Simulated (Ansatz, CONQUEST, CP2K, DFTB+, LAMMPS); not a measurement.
# Aqueous Cs+ and SO4 2-, 1.9 mol of salt per kg of water at 330 K (94 atoms) in CONQUEST

Aim: run aqueous Cs+ and SO4 2-, 1.9 mol of salt per kg of water at 330 K (94 atoms) in CONQUEST and see how near its forces come to a plane-wave reference, and at what cost.

Method: the method is named at each step, in CONQUEST 1.3.

## (1) The structure

The cell holds 94 atoms: 33 O, 1 S, 58 H and 2 Cs. Its edges and angles: a = 9.892 Å, b = 9.892 Å, c = 9.892 Å, α = 90.0°, β = 90.0°, γ = 90.0°. 29 H2O, 2 Cs+, 1 SO4 2- placed at random, at 1.52 g/cm³; overlaps pushed apart, then 10 ps at 420 K with Joung-Cheatham ions (J. Phys. Chem. B 112, 9020 (2008)); MMFF94 bonds, angles, torsions, charges and radii (Halgren, J. Comput. Chem. 17, 490 (1996)) in harmonic and 12-6 forms; SPC/E water (Berendsen, Grigera and Straatsma, J. Phys. Chem. 91, 6269 (1987)). Snapshot after 20 ps at 330 K and fixed volume.

The yardstick, on the same geometry:

| Quantity | Value |
| --- | --- |
| method | Kohn-Sham DFT, PBE, PAW, plane waves (Ansatz 0.2.0); cutoff 420 eV, Γ point, fermi-dirac smearing of 0.05 eV; PAW set soft_2 |
| r.m.s. force component | 0.7625 eV/Å |
| longest force | 6.942 eV/Å |
| pressure | 1.246 GPa |
| gap (highest filled to lowest empty level) | 4.313 eV |
| SCF cycles | 9 |
| time | 6.6 s on 4 threads of Intel Xeon 6975P-C (Granite Rapids), shared host |
| CPU time | 23 s |

## (2) PBE, grid 120 Ha

Method: Kohn-Sham DFT, PBE, norm-conserving pseudopotentials, pseudo-atomic orbitals (double zeta with polarisation), diagonalisation.

The .ion files beside the input carry potential, basis and functional.

File Conquest_input:

```
IO.Title cell
IO.Coordinates coords.dat
IO.FractionalAtomicCoords T
IO.Iprint 1
General.NumberOfSpecies 4
AtomMove.TypeOfRun static
AtomMove.CalcStress T
Grid.GridCutoff 120
DM.SolutionMethod diagon
SC.MaxIters 100
SC.LinearMixingFactor 0.3
minE.SCTolerance 1e-06
Diag.kT 0.001837
Diag.MPMesh T
Diag.GammaCentred T
Diag.MPMeshX 1
Diag.MPMeshY 1
Diag.MPMeshZ 1
%block ChemicalSpeciesLabel
1 15.999 O
2 32.060 S
3 1.008 H
4 132.905 Cs
%endblock
```

File coords.dat:

```
18.693341 0.000000 0.000000
0.000000 18.693341 0.000000
0.000000 0.000000 18.693341
94
0.93122 0.43642 0.99971 1 T T T
0.99537 0.35718 0.10128 2 T T T
0.99844 0.22213 0.06218 1 T T T
0.13014 0.41228 0.12494 1 T T T
0.92534 0.36338 0.22892 1 T T T
0.87448 0.00418 0.72888 1 T T T
0.95844 0.03897 0.77316 3 T T T
0.81458 0.96211 0.79860 3 T T T
0.50510 0.40905 0.33001 1 T T T
0.42376 0.35659 0.35914 3 T T T
0.57741 0.34515 0.29991 3 T T T
0.17892 0.04533 0.16640 1 T T T
0.10063 0.10764 0.15200 3 T T T
0.25085 0.06527 0.09822 3 T T T
0.96460 0.22084 0.43420 1 T T T
0.94557 0.26520 0.34538 3 T T T
0.89056 0.15548 0.45578 3 T T T
0.38530 0.65884 0.61774 1 T T T
0.29941 0.65755 0.56444 3 T T T
0.42355 0.56537 0.62227 3 T T T
0.13796 0.64783 0.49430 1 T T T
0.10293 0.66063 0.40034 3 T T T
0.07101 0.68460 0.56052 3 T T T
0.41672 0.83843 0.13952 1 T T T
0.39461 0.73991 0.14442 3 T T T
0.38871 0.87481 0.04946 3 T T T
0.74141 0.04799 0.42909 1 T T T
0.67992 0.99107 0.37255 3 T T T
0.70774 0.04955 0.52440 3 T T T
0.69916 0.58191 0.04437 1 T T T
0.79285 0.54798 0.02735 3 T T T
0.63243 0.50946 0.02160 3 T T T
0.69554 0.25146 0.24012 1 T T T
0.70292 0.17802 0.30919 3 T T T
0.78813 0.28079 0.21209 3 T T T
0.32918 0.94612 0.91246 1 T T T
0.39823 0.92708 0.84112 3 T T T
0.24976 0.99285 0.87087 3 T T T
0.51787 0.89766 0.72288 1 T T T
0.47786 0.81967 0.67251 3 T T T
0.59701 0.86573 0.77708 3 T T T
0.72058 0.53376 0.59069 1 T T T
0.62184 0.51678 0.60418 3 T T T
0.77392 0.46429 0.64117 3 T T T
0.27970 0.95874 0.41301 1 T T T
0.22325 0.97444 0.33063 3 T T T
0.22103 0.92510 0.48814 3 T T T
0.12613 0.33616 0.63772 1 T T T
0.07462 0.30473 0.55662 3 T T T
0.21934 0.36364 0.60987 3 T T T
0.93831 0.74935 0.68196 1 T T T
0.84930 0.71012 0.65441 3 T T T
0.92636 0.84702 0.70514 3 T T T
0.47165 0.39984 0.67900 1 T T T
0.44905 0.30813 0.64297 3 T T T
0.52451 0.39031 0.76464 3 T T T
[... 34 atom lines left out ...]
0.46192 0.08871 0.66034 3 T T T
0.38637 0.09487 0.51370 3 T T T
0.74127 0.58690 0.31844 4 T T T
0.11954 0.56891 0.85539 4 T T T
```

On the command line:

```
OMP_NUM_THREADS=1 mpirun -np 4 Conquest > output.txt
```

Numbers of over 12 decimals in the logs are rounded to 6 here.

Conquest_out:

```text
      Simulation cell dimensions:    18.6933 a0 x    18.6933 a0 x    18.6933 a0
        This calculation includes non-local pseudopotentials,
         with a maximum core radius of     12.36898661
    Job title: cell
    Job to be run: static calculation
    Ground state search:
      Support functions represented with PAO basis
      1:1 PAO to SF mapping
      Non-spin-polarised electrons
      Solving for the K matrix using diagonalisation
      Using Fermi-Dirac smearing
    Integration grid size:     96 x   96 x   96
    Integration grid spacing:  0.195 a0 x 0.195 a0 x 0.195 a0
    Number of species:  4
    --------------------------------------------------------
    |   #  mass (au)  Charge (e)  SF Rad (a0)  NSF  Label  |
    --------------------------------------------------------
    |   1     15.999       6.000        5.258   13  O      |
    |   2     32.060       6.000        6.426   13  S      |
    |   3      1.008       1.000        7.010    5  H      |
    |   4    132.905       9.000       12.657   14  Cs     |
    --------------------------------------------------------
          SCF tolerance:                 0.00000100
          SCF iterations:               100
    The calculation will be performed on     4 processes
    The calculation will be performed on     1 thread
    Using the default matrix multiplication kernel
    The functional used will be GGA PBE96
    set_atom_dens: In set_atomic_density, electrons :     280.000000000000
    PulayMixSC: Starting Pulay mixing, A_up =  0.300 A_dn =  0.300
    PulayMixSC: Spin non-polarised calculation.
          Harris-Foulkes Energy            :      -638.989516 Ha
    PulayMixSC: Pulay iteration     1 residual:              0.34788E-02
          Harris-Foulkes Energy            :      -637.844062 Ha
    PulayMixSC: Pulay iteration     2 residual:              0.14698E-02
          Harris-Foulkes Energy            :      -637.761085 Ha
    PulayMixSC: Pulay iteration     3 residual:              0.92265E-03
          Harris-Foulkes Energy            :      -637.748422 Ha
    PulayMixSC: Pulay iteration     4 residual:              0.87036E-04
          Harris-Foulkes Energy            :      -637.747919 Ha
    PulayMixSC: Pulay iteration     5 residual:              0.35552E-04
          Harris-Foulkes Energy            :      -637.747855 Ha
    PulayMixSC: Pulay iteration     6 residual:              0.15576E-04
          Harris-Foulkes Energy            :      -637.747851 Ha
    PulayMixSC: Pulay iteration     7 residual:              0.34430E-05
          Harris-Foulkes Energy            :      -637.747850 Ha
    PulayMixSC: Pulay iteration     8 residual:              0.13615E-05
          Harris-Foulkes Energy            :      -637.747850 Ha
    PulayMixSC: Pulay iteration     9 residual:              0.42939E-06
    PulayMixSC: Reached SCF tolerance of  0.42939E-06 after      9 iterations
      | Number of electrons      =       280.000094
      |* Harris-Foulkes energy   =      -637.747850 Ha
      |* DFT total energy        =      -637.747850 Ha
    force: Forces on atoms (Ha/a0)
    force:  Atom   X              Y              Z
    force:     1  -0.0516773213   0.0425159201  -0.0492409538
    force:     2   0.0051383831   0.0691846840   0.0405854368
    force:     3   0.0136174181  -0.1407404591  -0.0539866770
    force:     4   0.0457004820   0.0183972551   0.0179547688
    force:     5  -0.0360647391   0.0165871062   0.0479218156
    force:     6  -0.0021555446   0.0010279250   0.0041992385
    force:     7  -0.0026314386  -0.0026222834   0.0014815774
    force:     8   0.0079997397   0.0054183632  -0.0006992661
    force:     9  -0.0063025730   0.0114027821   0.0057051241
    force:    10   0.0056889499  -0.0017385872  -0.0083271957
    force:    11  -0.0048777029  -0.0049095458  -0.0025423127
    force:    12   0.0057898586  -0.0011366235  -0.0018524228
    force:    13   0.0148984194  -0.0059494305  -0.0064240132
    force:    14  -0.0134454011  -0.0006893130   0.0109463302
    force:    15   0.0013681399  -0.0119386793   0.0151343597
    force:    16  -0.0012266522  -0.0036479436   0.0131499627
    force:    17   0.0108097299   0.0101688400  -0.0106163515
    force:    18   0.0094592160   0.0075647559   0.0035975004
    force:    19   0.0003474098  -0.0052262725  -0.0050166325
    force:    20  -0.0113084245   0.0038857434   0.0007624548
    force:    21   0.0047229291   0.0043041374   0.0180641509
    force:    22  -0.0023914656   0.0022086470   0.0021873558
    force:    23  -0.0009136817  -0.0002877099  -0.0127525130
    force:    24   0.0041655208  -0.0023732285   0.0032664829
[...]
force:    87  -0.0120743218  -0.0090952914   0.0089277012
    force:    88   0.0027960308   0.0097800780  -0.0184237512
    force:    89   0.0016955290  -0.0109548222   0.0109097850
    force:    90   0.0080236100  -0.0014893504   0.0065245039
    force:    91  -0.0097080456  -0.0024967267  -0.0175142495
    force:    92   0.0003708926  -0.0018890142   0.0129632611
    force:    93   0.0070369982   0.0044521068   0.0092175524
    force:    94   0.0200551674   0.0101211718  -0.0190461028
    force: Maximum force :        0.14074046(Ha/a0) on atom         3 in y direction
    force: Force Residual:        0.02608956 Ha/a0
    force: Total stress:         -1.17804763    -2.57793401    -1.98305407 GPa
    force: Average pressure:      1.91301190 GPa
    get_E_and_F: Change in energy during last step of electronic optimisation:  0.11703E-06
```

Wall time 98 s (4 MPI ranks of Intel Xeon 6975P-C (Granite Rapids), shared host); peak memory 7 GiB.

Banners, paths, timers and routine set-up lines are dropped from the logs unmarked, and long logs keep their key lines alone; longer cuts are marked.

Against the reference:

| Property | Result |
| --- | --- |
| r.m.s. force component | 0.7746 eV/Å |
| r.m.s. difference of force components | 215.1 meV/Å |
| longest difference of force vectors | 850.1 meV/Å |
| force difference over r.m.s. force | 28.22 % |
| slope of forces against the reference's | 0.9761 |
| correlation of force components | 0.9609 |
| gap (highest filled to lowest empty level) | 4.348 eV |
| gap difference | 0.0356 eV |
| pressure | 1.913 GPa |
| pressure difference | 0.6669 GPa |

This run lies far from the reference in forces at the same functional.

Length of the force difference by element (eV/Å):

| element | atoms | mean | most |
| --- | --- | --- | --- |
| Cs | 2 | 0.097 | 0.12 |
| H | 58 | 0.32 | 0.40 |
| O | 33 | 0.45 | 0.85 |
| S | 1 | 0.13 | 0.13 |

Levels nearest the highest filled one (eV from it): -0.71, -0.62, -0.55, -0.51, -0.50, -0.41, -0.32, -0.26, -0.21, -0.14, -0.08, 0.00, 4.35, 6.02, 6.11, 6.26, 6.47, 6.53, 6.75, 7.08, 7.35, 7.41, 7.44, 7.59.

Local excerpt of 9 atoms (numbers count through the whole input) about S2, the only S atom; x, y, z are measured from there.

| atom | x | y | z | distance (Å) | bonds | Fx | Fy | Fz (eV/Å) |
| --- | --- | --- | --- | --- | --- | --- | --- | --- |
| S2 | 0.00 | 0.00 | 0.00 | 0.00 | 4 | 0.26 | 3.56 | 2.09 |
| O3 | 0.03 | -1.34 | -0.39 | 1.39 | 1 | 0.70 | -7.24 | -2.78 |
| O1 | -0.63 | 0.78 | -1.00 | 1.42 | 2 | -2.66 | 2.19 | -2.53 |
| O5 | -0.69 | 0.06 | 1.26 | 1.44 | 2 | -1.85 | 0.85 | 2.46 |
| O4 | 1.33 | 0.55 | 0.23 | 1.46 | 2 | 2.35 | 0.95 | 0.92 |
| H85 | 0.78 | 1.96 | 1.20 | 2.42 | 1 | -0.29 | 0.91 | -0.13 |
| H35 | -2.05 | -0.76 | 1.10 | 2.44 | 1 | -0.39 | -0.01 | 0.78 |
| H82 | 2.57 | -0.26 | -0.36 | 2.61 | 1 | 0.21 | -0.18 | -0.73 |
| H16 | -0.49 | -0.91 | 2.41 | 2.63 | 1 | -0.06 | -0.19 | 0.68 |

Forces lie 28 % from the reference's, at 17 times its CPU time.

## (3) Results

| Property | Result |
| --- | --- |
| force difference from the reference | CONQUEST PBE, grid 120 Ha, 28 % |
| its CPU time | 6.5 min |

What this shows: The PBE run in local orbitals differs by 28 % (CONQUEST PBE, grid 120 Ha); basis, grid and potentials can all enter. In CONQUEST PBE, grid 120 Ha the difference has nearly one length on every H (0.32 eV/Å) and points along its bond, outwards: this method prefers longer bonds, and stiff bonds to hydrogen turn a small shift into a large force. At the same functional, the gap of CONQUEST PBE, grid 120 Ha lies 0.04 eV above the reference's 4.31 eV. With short bonds to hydrogen, sets of potentials differ among themselves by several per cent in forces even at converged cutoffs, so the reference isn't exact here either. The network of contacts between molecules at the start is that of the classical potential that made the cell, and needn't be the one that DFT or experiment would give. The concentration wasn't checked against solubility and may exceed it. The reference's PBE has no dispersion term, which matters for the binding between molecules or layers. The density was typed from a rule of thumb and may lie off the real one at this temperature. The electronic-structure runs sample only Γ, in a cell whose shortest periodic width is 10 Å. Spin–orbit coupling is left out, which matters for the levels of the heavy elements.

[Also dropped from logs without a mark: logging warnings of Python, and SIESTA's first energy breakdown and zero terms.]

[Logs are printed without paths, hosts, clocks, repeated set-up lines and the standing remarks that a program may print on its own settings, such as how far it seeks lower states.]

[Hosts, paths, dates, database ids (printed as entryN), source tags and the programs' standing remarks are cut or masked in the printed files.]

[The MMFF94 radii named for the starting cell were scaled by 0.96; in molecules described by MMFF94, hydrogen bound to N, O or S took a small fixed 12-6 site in their place.]
